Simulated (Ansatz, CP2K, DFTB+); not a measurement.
# Generalised stacking fault on (111) (glide set) of a Ge-Si solid solution (72 atoms) in CP2K

Aim: run generalised stacking fault on (111) (glide set) of a Ge-Si solid solution (72 atoms) in CP2K and see how near its forces come to a plane-wave reference, and at what cost.

Main program and level: CP2K 2026.2; the method is named at each step.

## (1) Starting point

The cell holds 72 atoms: 51 Ge and 21 Si. Its edges and angles: a = 6.849 Å, b = 11.862 Å, c = 19.646 Å, α = 90.0°, β = 85.0°, γ = 90.0°. Diamond-structure Ge lattice (a = 5.5919 Å, the value set for the mixture), cell with z along [111], 1 x 3 x 2 periods; the third cell vector is tilted by 0.250 of 1/2[11-2] and lengthened by 0.2 Å, so the cell holds one fault (glide set); displaced by a Gaussian of 0.01 Å; 21 of 72 Ge sites given to Si at random (lattice constant by Vegard's rule between Ge and Si). Then every atom was moved at random, 0.05 Å r.m.s. a Cartesian component. The structure's axis is c.

The yardstick, on the same geometry:

```
method                 : Kohn-Sham DFT, PBE, PAW, plane waves (Ansatz 0.2.0); cutoff 420 eV, Γ point, fermi-dirac smearing of 0.05 eV; PAW set soft_2
r.m.s. force component : 0.9036 eV/Å
longest force          : 2.65 eV/Å
pressure               : 3.048 GPa
SCF cycles             : 9
time                   : 15 s on 4 threads of Intel Xeon 6975P-C (Granite Rapids), shared host
CPU time               : 51 s
```

## (2) PBE, DZVP-MOLOPT-SR, 350/50 Ry, diagonalisation

Method: Kohn-Sham DFT, PBE, GTH-PBE pseudopotentials, Gaussian and plane waves, DZVP-MOLOPT-SR-GTH, diagonalisation.

Contents of input.inp:

```
&GLOBAL
  PROJECT cell
  RUN_TYPE ENERGY_FORCE
  PRINT_LEVEL LOW
&END GLOBAL
&FORCE_EVAL
  METHOD QS
  STRESS_TENSOR ANALYTICAL
  &DFT
    BASIS_SET_FILE_NAME BASIS_MOLOPT
    POTENTIAL_FILE_NAME GTH_POTENTIALS
    &MGRID
      CUTOFF 350
      REL_CUTOFF 50
    &END MGRID
    &QS
      EPS_DEFAULT 1.0E-12
    &END QS
    &SCF
      SCF_GUESS ATOMIC
      EPS_SCF 1.0E-06
      MAX_SCF 200
      ADDED_MOS 32
      &DIAGONALIZATION
        ALGORITHM STANDARD
      &END DIAGONALIZATION
      &SMEAR ON
        METHOD FERMI_DIRAC
        ELECTRONIC_TEMPERATURE [K] 580
      &END SMEAR
      &MIXING
        METHOD BROYDEN_MIXING
        ALPHA 0.15
        NBROYDEN 8
      &END MIXING
      &PRINT
        &RESTART OFF
        &END RESTART
      &END PRINT
    &END SCF
    &XC
      &XC_FUNCTIONAL PBE
      &END XC_FUNCTIONAL
    &END XC
    &PRINT
      &MULLIKEN ON
      &END MULLIKEN
      &HIRSHFELD ON
        SHAPE_FUNCTION DENSITY
      &END HIRSHFELD
      &MO ON
        EIGENVALUES T
        OCCUPATION_NUMBERS T
        MO_INDEX_RANGE 133 156
        &EACH
          QS_SCF 0
        &END EACH
        ADD_LAST NUMERIC
      &END MO
    &END PRINT
  &END DFT
  &SUBSYS
    &CELL
      A 6.84865 0.00000 0.00000
      B 0.00000 11.86221 0.00000
      C 1.71216 0.00000 19.57091
    &END CELL
    &COORD
      Ge 3.52539 1.94267 0.40531
      Ge 3.40820 1.85442 2.87653
      Ge 5.72814 1.98787 3.70673
      Si 5.68580 1.92168 6.06757
      Si 6.79747 0.00237 0.38966
      Ge 6.99122 0.00652 2.79453
      Si 2.28784 11.82935 3.63060
      Ge 2.22704 0.03559 6.03332
      Ge 4.54832 0.04875 6.81459
      Si 4.53543 0.01708 9.26076
      Si 3.43188 5.91675 0.41353
      Si 3.45497 5.93407 2.77946
      Ge 5.64539 5.95305 3.73080
      Ge 5.73544 5.96562 5.98987
      Si 0.05344 3.99116 0.44563
      Ge 6.85784 3.95522 2.84894
      Ge 2.39020 3.92912 3.60907
      Si 2.23016 3.93885 6.12452
      Ge 4.61210 4.02520 6.89385
      Si 4.47724 3.96055 9.27113
      Ge 1.13953 1.97767 6.87311
      Ge 1.08311 2.02180 9.37525
      Si 3.38214 1.96972 10.04379
      Si 3.31673 1.90661 12.49094
      Ge 5.62676 1.91836 13.35264
      Si 5.65210 2.02713 15.75360
      Ge 6.87288 11.84655 10.05534
      Ge 6.78977 11.84394 12.53654
      Si 2.19573 11.84833 13.24853
      Ge 2.29455 11.83659 15.77631
      Ge 4.57722 0.11257 16.65798
      Si 4.52658 0.04935 18.91998
      Ge 3.47095 9.87861 0.39122
      Si 3.41842 9.78953 2.94327
      Ge 5.76292 9.81064 3.64312
      Ge 5.65678 9.93614 6.00201
      Ge 0.06157 7.96298 0.28339
      Ge 6.90421 7.93499 2.84815
      Ge 2.29741 7.94377 3.64371
      Ge 2.29508 7.84365 6.08068
      Ge 4.51057 7.92135 6.86841
      Ge 4.69302 7.97141 9.27172
      Ge 1.05233 6.03620 6.87683
      Ge 1.05998 5.95293 9.28464
      Ge 3.41071 5.90489 10.05964
      Ge 3.39496 5.98603 12.49896
      Ge 5.79142 5.95127 13.36771
      Ge 5.77098 5.95649 15.73305
      Si 6.71649 3.98902 10.12227
      Si 6.84885 3.86732 12.44632
      Ge 2.30611 3.98570 13.24442
      Ge 2.19386 3.81501 15.73305
      Ge 4.55031 4.01654 16.59143
      Ge 4.57323 3.94086 19.05561
      Ge 8.01737 1.91195 16.52333
      Ge 8.01170 1.97470 18.91587
[... 12 atom lines left out ...]
      Si 7.97583 5.93348 16.59887
      Si 8.04992 5.87820 18.97224
      Ge 7.89670 9.91728 16.50376
      Si 7.98859 9.98513 18.97263
    &END COORD
    &KIND Ge
      BASIS_SET DZVP-MOLOPT-SR-GTH-q4
      POTENTIAL GTH-PBE-q4
    &END KIND
    &KIND Si
      BASIS_SET DZVP-MOLOPT-SR-GTH-q4
      POTENTIAL GTH-PBE-q4
    &END KIND
  &END SUBSYS
  &PRINT
    &FORCES ON
    &END FORCES
    &STRESS_TENSOR ON
    &END STRESS_TENSOR
  &END PRINT
&END FORCE_EVAL
```

Launch:

```bash
$ OMP_NUM_THREADS=2 cp2k.psmp -i input.inp > output.txt
```

Numbers of over 12 decimals in the logs are rounded to 6 here.

What it wrote:

```text
CP2K| version string:                                       CP2K version 2026.2
 CP2K| Input file name                                                 input.inp
 GLOBAL| Basis set file name                                        BASIS_MOLOPT
 GLOBAL| Potential file name                                      GTH_POTENTIALS
 GLOBAL| Run type                                                   ENERGY_FORCE
 GLOBAL| Total number of message passing processes                             1
 GLOBAL| Number of threads for this process                                    2
 TOTAL NUMBERS AND MAXIMUM NUMBERS
  Total number of            - Atomic kinds:                                   2
                             - Atoms:                                         72
                             - Shell sets:                                    72
                             - Shells:                                       360
                             - Primitive Cartesian functions:                288
                             - Cartesian basis functions:                   1008
                             - Spherical basis functions:                    936
  Maximum angular momentum of- Orbital basis functions:                        2
                             - Local part of the GTH pseudopotential:          0
                             - Non-local part of the GTH pseudopotential:      4
 SCF PARAMETERS         Density guess:                                    ATOMIC
                        max_scf:                                             200
                        eps_scf:                                        1.00E-06
                        added MOs                                        32    0
                        Mixing method:                            BROYDEN_MIXING
                                                charge density mixing in g-space
                        Smear method:                                FERMI_DIRAC
                        Electronic temperature [K]:                        580.0
                        Electronic temperature [a.u.]:                  1.84E-03
                        Accuracy threshold:                             1.00E-10
 Extrapolation method: initial_guess
 Number of electrons:                                                        288
 Number of occupied orbitals:                                                144
 Number of molecular orbitals:                                               176
 Number of orbital functions:                                                936
 Number of independent orbital functions:                                    936
 SCF WAVEFUNCTION OPTIMIZATION
  Step     Update method      Time    Convergence         Total energy    Change
     1 NoMix/Diag. 0.15E+00    3.5     1.00769649      -285.0752406860 -2.85E+02
     2 Broy./Diag. 0.15E+00    5.1     0.01495149      -282.7299615252  2.35E+00
     3 Broy./Diag. 0.15E+00    5.0     0.06661136      -281.7306656292  9.99E-01
     4 Broy./Diag. 0.15E+00    5.3     0.01799411      -282.7685917183 -1.04E+00
[...]
17 Broy./Diag. 0.15E+00    5.1     0.00000166      -282.4136514839 -2.90E-05
    18 Broy./Diag. 0.15E+00    5.2     0.00000025      -282.4136579553 -6.47E-06
  *** SCF run converged in    18 steps ***
  Electronic density on regular grids:       -287.9999999998        0.0000000002
  Core density on regular grids:              287.9999999991       -0.0000000009
  Total charge density on r-space grids:       -0.0000000007
  Total charge density g-space grids:          -0.0000000007
  Overlap energy of the core charge distribution:               1.07468e-06
  Self energy of the core charge distribution:               -641.694415
  Core Hamiltonian energy:                                    147.265178
  Hartree energy:                                             297.148446
  Exchange-correlation energy:                                -85.129630
  Electronic entropic energy:                                  -0.00323752
  Fermi energy:                                                 0.187740
  Total energy:                                              -282.413658
  Total energy (extrapolated to T->0):                       -282.412039
 MO| EIGENVALUES AND OCCUPATION NUMBERS
 MO|
 MO|  Index      Eigenvalue [a.u.]        Eigenvalue [eV]             Occupation
 MO|    133               0.138695               3.774081               2.000000
 MO|    134               0.140740               3.829730               2.000000
 MO|    135               0.142972               3.890462               2.000000
[...]
MO|    155               0.220931               6.011827               0.000000
 MO|    156               0.223874               6.091921               0.000000
 MO| Sum:                                                             288.000000
 MO| E(Fermi):            0.187740 a.u.          5.108674 eV
 !-----------------------------------------------------------------------------!
                     Mulliken Population Analysis
 #  Atom  Element  Kind  Atomic population                           Net charge
       1     Ge       1          3.885483                              0.114517
       2     Ge       1          3.887586                              0.112414
       3     Ge       1          3.916007                              0.083993
[...]
71     Ge       1          3.903771                              0.096229
      72     Si       2          4.227892                             -0.227892
 # Total charge                            288.000000                  0.000000
 !-----------------------------------------------------------------------------!
 !-----------------------------------------------------------------------------!
                           Hirshfeld Charges
  #Atom  Element  Kind  Ref Charge     Population                    Net charge
      1       Ge     1       4.000          3.996                         0.004
      2       Ge     1       4.000          3.998                         0.002
      3       Ge     1       4.000          3.995                         0.005
[...]
71       Ge     1       4.000          3.997                         0.003
     72       Si     2       4.000          4.014                        -0.014
  Total Charge                                                           -0.000
 !-----------------------------------------------------------------------------!
 ENERGY| Total FORCE_EVAL ( QS ) energy [hartree]           -282.413661
 FORCES| Atomic forces [hartree/bohr]
 FORCES|   Atom     x               y               z               |f|
 FORCES|      1  2.67752823E-02 -7.91963214E-03  1.22390544E-02   3.04865670E-02
 FORCES|      2  1.84331064E-02  7.79873109E-03 -9.12583130E-03   2.19972820E-02
 FORCES|      3 -4.67732230E-03 -1.08320582E-02 -5.33952573E-03   1.29507283E-02
[...]
FORCES|     71  2.65450502E-02 -3.30010926E-03  2.73132403E-02   3.82301388E-02
 FORCES|     72 -2.98474559E-02 -1.24707809E-02 -1.84283855E-02   3.72289725E-02
 FORCES| Sum    -1.14377223E-08  5.18419431E-07 -1.00034819E-07
 FORCES| Total atomic force                                       5.28106517E-07
 STRESS| Analytical stress tensor [bar]
 STRESS|                        x                   y                   z
 STRESS|      x       -5.10643975046E+04   2.78428271130E+03   4.99079419477E+03
 STRESS|      y        2.78428271130E+03   1.32948869649E+05  -1.13123273787E+03
 STRESS|      z        4.99079419477E+03  -1.13123273787E+03   2.44079490213E+04
 STRESS| 1/3 Trace                                             3.54308070551E+04
```

It took 1.8 min on 2 threads of Intel Xeon 6975P-C (Granite Rapids), shared host; peak memory 1.9 GiB; 3.2 min of CPU time.

Banners, paths, timers and routine set-up lines are dropped from the logs unmarked, and long logs keep their key lines alone; longer cuts are marked.

Compared with the plane-wave run:

```yaml
r_m_s_force_component: 0.9011 eV/Å
r_m_s_difference_of_force_components: 25.77 meV/Å
longest_difference_of_force_vectors: 103.2 meV/Å
force_difference_over_r_m_s_force: 2.852 %
slope_of_forces_against_the_reference_s: 0.9967
correlation_of_force_components: 0.9996
pressure: 3.543 GPa
pressure_difference: 0.4947 GPa
```

Length of the force difference by element (eV/Å):

```tsv
element	atoms	mean	most
Ge	51	0.029	0.078
Si	21	0.061	0.10
```

The surroundings of Ge61, which bears the longest force, nearest first, numbered as they follow in the input and with coordinates relative to it.

```tsv
atom	x	y	z	distance (Å)	bonds	Hirshfeld charge (e)	Fx	Fy	Fz (eV/Å)
Ge61	0.00	0.00	0.00	0.00	4	0.00	-1.67	-1.75	0.93
Ge28	1.06	1.88	-0.70	2.27	4	-0.01	1.29	1.19	-0.93
Ge64	1.10	-2.09	-0.75	2.48	4	0.00	0.99	0.93	-0.23
Ge62	0.03	-0.05	2.51	2.51	4	0.00	-2.00	0.03	-0.71
Ge60	-2.45	-0.03	-0.77	2.56	4	0.00	1.43	-0.36	0.25
Si29	3.31	1.89	0.01	3.81	4	0.00	-0.26	0.67	1.09
Ge25	-0.10	3.82	0.12	3.82	4	0.00	-0.66	0.70	-0.07
Ge27	1.14	1.89	-3.18	3.87	4	0.01	-1.61	0.61	0.70
Ge71	2.16	-0.04	3.27	3.92	4	0.00	1.36	-0.17	1.40
```

Forces lie 2.9 % from the reference's, at 3.8 times its CPU time (on 2 against 4 cores).

## (3) PBE, DZVP-MOLOPT-SR, 175/50 Ry, diagonalisation

Method: Kohn-Sham DFT, PBE, GTH-PBE pseudopotentials, Gaussian and plane waves, DZVP-MOLOPT-SR-GTH, diagonalisation.

input.inp: that of step 2 with these lines changed.

```diff
@@ -12,3 +12,3 @@
     &MGRID
-      CUTOFF 350
+      CUTOFF 175
       REL_CUTOFF 50
```

What it wrote:

```text
CP2K| version string:                                       CP2K version 2026.2
 CP2K| Input file name                                                 input.inp
 GLOBAL| Basis set file name                                        BASIS_MOLOPT
 GLOBAL| Potential file name                                      GTH_POTENTIALS
 GLOBAL| Run type                                                   ENERGY_FORCE
 GLOBAL| Total number of message passing processes                             1
 GLOBAL| Number of threads for this process                                    2
[... lines left out ...]
                        Smear method:                                FERMI_DIRAC
[... lines left out ...]
 Number of electrons:                                                        288
[... lines left out ...]
  Step     Update method      Time    Convergence         Total energy    Change
[... lines left out ...]
  *** SCF run converged in    18 steps ***
[... lines left out ...]
  Fermi energy:                                                 0.187740
  Total energy:                                              -282.413656
  Total energy (extrapolated to T->0):                       -282.412038
[... lines left out ...]
 MO| E(Fermi):            0.187740 a.u.          5.108674 eV
[... lines left out ...]
     72       Si     2       4.000          4.014                        -0.014
  Total Charge                                                           -0.000
 !-----------------------------------------------------------------------------!
 ENERGY| Total FORCE_EVAL ( QS ) energy [hartree]           -282.413659
 FORCES| Atomic forces [hartree/bohr]
 FORCES|   Atom     x               y               z               |f|
 FORCES|      1  2.67759101E-02 -7.92313502E-03  1.22432840E-02   3.04897267E-02
 FORCES|      2  1.84332540E-02  7.79913222E-03 -9.12724136E-03   2.19981329E-02
 FORCES|      3 -4.67742615E-03 -1.08303154E-02 -5.33543232E-03   1.29476208E-02
[...]
FORCES|     71  2.65449785E-02 -3.29627820E-03  2.73104568E-02   3.82277699E-02
 FORCES|     72 -2.98474716E-02 -1.24698258E-02 -1.84294019E-02   3.72291683E-02
 FORCES| Sum    -4.43767125E-06  1.37642879E-05  2.30205831E-05
 FORCES| Total atomic force                                       2.71863163E-05
 STRESS| Analytical stress tensor [bar]
 STRESS|                        x                   y                   z
 STRESS|      x       -5.10644338074E+04   2.78427953271E+03   4.99073012143E+03
 STRESS|      y        2.78427953271E+03   1.32948516809E+05  -1.13121192950E+03
 STRESS|      z        4.99073012143E+03  -1.13121192950E+03   2.44075376694E+04
 STRESS| 1/3 Trace                                             3.54305402238E+04
```

Elapsed: 1.7 min, on 2 threads; peak memory 0.98 GiB.

Compared with the plane-wave run:

| Property | Result |
| --- | --- |
| r.m.s. force component | 0.9011 eV/Å |
| r.m.s. difference of force components | 25.76 meV/Å |
| longest difference of force vectors | 103.3 meV/Å |
| force difference over r.m.s. force | 2.851 % |
| slope of forces against the reference's | 0.9967 |
| correlation of force components | 0.9996 |
| pressure | 3.543 GPa |
| pressure difference | 0.4947 GPa |
| energy less the same-level run's | 0.0006 meV/atom |
| r.m.s. force difference from the same-level run | 0.108 meV/Å |

This is a coarse setting, run to see what it loses.

Against the first run (2.9 %), the force difference from the reference is 2.9 %, at 1.0 times the CPU time: the change moves forces by 0.11 meV/Å r.m.s., so most of the difference comes from elsewhere.

(Part 1 of 2 ends here.)

[Also dropped from logs without a mark: logging warnings of Python, and SIESTA's first energy breakdown and zero terms.]

[Logs are printed without paths, hosts, clocks, repeated set-up lines and the standing remarks that a program may print on its own settings, such as how far it seeks lower states.]

[Hosts, paths, dates, database ids (printed as entryN), source tags and the programs' standing remarks are cut or masked in the printed files.]
